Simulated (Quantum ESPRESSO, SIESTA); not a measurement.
# Birch–Murnaghan line for bcc Ta, QE, PBEsol

Calculated with Quantum ESPRESSO 7.5: PBEsol; plane waves, GBRV 1.5 ultrasoft, 45/270 Ry; k-mesh 13×13×13. The volume is changed in steps from typed lattice constants. V0 = 17.608 Å³ an atom is where a Birch–Murnaghan fit to this level's pressures, the withheld one apart, crosses zero; rows within 2.5 % of V0 are left out, since F is ill-conditioned there. The typed cell is scaled evenly, with no relaxation, and each row is a single point.

```
volume (Å³/atom)  pressure (GPa)
          16.833           10.19
          18.297          -7.537
          18.663          -11.05
          19.029          -14.22
          19.395           -17.1
          19.761               ?
```

**Question.** Fit the third-order Birch–Murnaghan equation to the rows given and extrapolate to the withheld row.

Worked fit:

Take the Eulerian strain f = ½[(V0/V)^(2/3) − 1] and the normalised pressure F = P / [3f(1 + 2f)^(5/2)]. The third-order Birch–Murnaghan equation is then the line F = B0 + (3/2)B0(B′ − 4) f, so u = f and v = F.

| u = f | v = F (GPa) |
| --- | --- |
| 0.0152314 | 206.886 |
| -0.0126323 | 212.021 |
| -0.0190251 | 213.320 |
| -0.0252124 | 213.964 |
| -0.0312044 | 214.598 |

With n = 5: mean u = -0.0145686, mean v = 212.158, Σ(u − ū)² = 0.0013017, Σ(u − ū)(v − v̄) = -0.22235. Slope b = -0.22235 / 0.0013017 = -170.82; intercept a = v̄ − b ū = 209.67.

So B0 = 209.7 GPa and B′ = 4 + 2b/(3a) = 3.46. At the withheld volume f = -0.03701, F = 216.0 GPa, and P = 3f(1 + 2f)^(5/2) F.

Prediction at 19.761: -19.79 GPa. The run gave -19.68 GPa, so the fit is low by 0.11 GPa (0.55 % of the value).

A fit to this level's energies over the whole scan gives V0 = 17.691 Å³, B0 = 208.1 GPa and B′ = 3.63. Among the rows given, the largest miss of the fit is at 19.395, by 0.032 GPa (0.11 % of the range of the table).

Limits: The nuclei are static. The DFT runs use Fermi–Dirac occupations of width 0.1 eV, and energies are free energies.

[Logs are printed without paths, hosts, clocks, repeated set-up lines and the standing remarks that a program may print on its own settings, such as how far it seeks lower states.]

[Hosts, paths, dates, database ids (printed as entryN), source tags and the programs' standing remarks are cut or masked in the printed files.]
